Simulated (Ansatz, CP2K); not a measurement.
**Random packing of 50MgCl2-50KCl (mol %) (65 atoms), the built cell with every atom moved at random**

Calculated values (Ansatz 0.2.0, Kohn-Sham DFT, PBE, PAW, plane waves; cutoff 420 eV, Γ point, fermi-dirac smearing of 0.05 eV; density 2.02 g/cm³) for the built cell with every atom moved at random.

Cell vectors (Å):

```
12.204 0.000 0.000
0.000 12.204 0.000
0.000 0.000 12.204
```

Positions (Å):

```
1 Mg 6.808 5.034 7.374
2 Mg 4.382 0.839 3.430
3 Mg 7.814 12.160 8.582
4 Mg 4.489 8.234 2.141
5 Mg 1.899 4.290 8.290
6 Mg 5.659 0.906 10.968
7 Mg 10.540 9.096 5.473
8 Mg 5.388 1.658 6.557
9 Mg 10.452 2.051 2.647
10 Mg 11.868 11.281 9.947
11 Mg 8.491 10.800 11.885
12 Mg 2.919 4.106 11.612
13 Mg 10.623 2.635 8.400
14 Cl 8.887 4.114 7.946
15 Cl 3.268 0.123 1.462
16 Cl 4.047 8.777 5.247
17 Cl 10.200 0.302 8.792
18 Cl 0.993 7.325 5.183
19 Cl 3.377 1.246 10.409
20 Cl 1.780 4.813 3.040
21 Cl 10.970 3.864 10.639
22 Cl 4.042 11.641 7.549
23 Cl 5.291 2.708 0.520
24 Cl 0.773 2.264 8.396
25 Cl 10.771 11.338 4.813
26 Cl 9.296 3.588 1.389
27 Cl 11.682 9.089 8.532
28 Cl 3.342 3.782 5.880
29 Cl 8.092 9.805 8.337
30 Cl 12.177 5.445 7.761
31 Cl 5.845 5.927 5.337
32 Cl 6.013 2.599 4.165
33 Cl 0.501 1.648 3.520
34 Cl 5.412 6.729 0.005
35 Cl 4.509 4.421 9.883
36 Cl 8.470 8.458 11.457
37 Cl 1.573 5.882 10.726
38 Cl 7.677 7.392 2.889
39 Cl 3.176 6.638 7.708
40 Cl 6.915 6.755 9.086
41 Cl 1.658 10.675 11.140
42 Cl 11.521 11.620 1.295
43 Cl 8.558 1.404 6.013
44 Cl 6.122 10.858 11.834
45 Cl 2.071 7.684 1.312
46 Cl 10.918 8.473 2.905
47 Cl 8.870 4.479 4.699
48 Cl 1.503 10.243 3.514
49 Cl 1.325 2.738 0.402
50 Cl 6.436 1.836 8.658
51 Cl 9.495 7.261 6.620
52 Cl 5.718 11.117 3.433
53 K 11.796 8.804 0.132
54 K 11.666 3.765 5.370
55 K 11.410 5.676 1.733
56 K 10.462 6.760 9.929
57 K 3.390 8.305 10.759
58 K 5.858 5.047 2.423
59 K 5.206 8.970 8.018
60 K 7.815 5.132 11.382
61 K 2.054 1.007 5.983
62 K 8.536 10.261 3.067
63 K 7.376 1.002 1.920
64 K 8.894 1.879 11.159
65 K 1.572 9.982 6.625
```

**Question.** What force acts on each atom, and what charge does it carry?

Columns: atom, q, fx, fy, fz (forces in eV/Å, q the Löwdin charge in e).

```
1 1.49 -0.317 1.842 -0.919
2 1.45 -0.342 -0.271 -1.725
3 1.39 0.453 -1.609 -1.160
4 1.46 -0.679 -0.287 0.404
5 1.50 1.413 2.235 -0.227
6 1.41 -2.108 0.108 0.418
7 1.50 0.418 -1.612 -0.316
8 1.41 -0.225 0.290 -0.749
9 1.46 2.024 -0.622 0.619
10 1.47 1.187 -1.268 0.428
11 1.03 0.151 -0.830 -0.907
12 1.51 -0.266 -0.454 0.191
13 1.51 0.394 1.433 0.436
14 -0.65 0.030 -0.226 0.634
15 -0.60 0.477 0.400 1.026
16 -0.55 0.221 0.009 -0.976
17 -0.64 0.444 0.338 -0.009
18 -0.37 -0.487 0.516 0.110
19 -0.69 0.693 -0.090 -0.288
20 -0.53 -0.066 -0.090 -0.035
21 -0.68 -0.672 -0.588 -0.400
22 -0.67 0.637 1.211 -0.722
23 -0.67 0.963 -0.199 -0.197
24 -0.66 -0.218 -1.158 -0.191
25 -0.67 -0.241 -0.368 0.771
26 -0.65 -0.398 -0.631 0.047
27 -0.65 0.115 1.456 0.690
28 -0.58 0.111 -1.625 1.181
29 -0.64 -0.340 1.550 -0.014
30 -0.65 -0.364 -0.528 -0.222
31 -0.59 0.372 -0.463 1.110
32 -0.58 -0.910 -1.365 0.465
33 -0.62 -1.223 0.401 0.013
34 -0.67 -0.545 0.628 1.150
35 -0.68 -0.199 -0.300 -0.436
36 -0.68 0.826 0.426 0.600
37 -0.67 -0.163 -0.382 0.002
38 -0.64 -0.907 0.488 -0.464
39 -0.59 -0.158 -0.050 0.433
40 -0.67 0.052 -0.807 -0.459
41 -0.62 -1.038 0.305 -0.838
42 -0.57 -1.602 0.725 -0.631
43 -0.69 -0.621 -0.720 0.862
44 -0.66 -0.672 0.197 0.109
45 -0.64 1.565 0.439 0.230
46 -0.66 -0.387 -0.164 0.458
47 -0.65 0.560 -0.652 -0.824
48 -0.40 0.464 0.244 0.533
49 -0.63 0.094 0.458 -0.098
50 -0.63 -0.011 0.328 0.602
51 -0.65 0.258 0.956 -0.518
52 -0.67 0.288 0.172 0.248
53 0.74 0.281 0.175 0.435
54 0.72 0.255 0.864 -0.223
55 0.76 0.577 0.162 0.421
56 0.75 0.022 -0.085 -0.972
57 0.75 -0.192 -0.357 -0.159
58 0.73 0.125 0.032 0.619
59 0.76 0.244 -0.534 -0.549
60 0.76 -0.439 0.403 -0.081
61 0.72 -0.606 0.004 -0.281
62 0.72 0.154 -0.629 0.186
63 0.65 -0.510 0.231 0.444
64 0.47 0.683 0.703 0.199
65 0.74 0.357 -0.762 -0.487
```

Only the Γ point is sampled, in a cell whose shortest periodic width is 12 Å, which is coarse for a cell with partly filled levels. The Löwdin charges lack the electrons that the projection spills, 0.053 e an atom on average.

The r.m.s. force component is 0.700 eV/Å; the longest force, 2.65 eV/Å, acts on Mg5.

[Logs are printed without paths, hosts, clocks, repeated set-up lines and the standing remarks that a program may print on its own settings, such as how far it seeks lower states.]

[Hosts, paths, dates, database ids (printed as entryN), source tags and the programs' standing remarks are cut or masked in the printed files.]
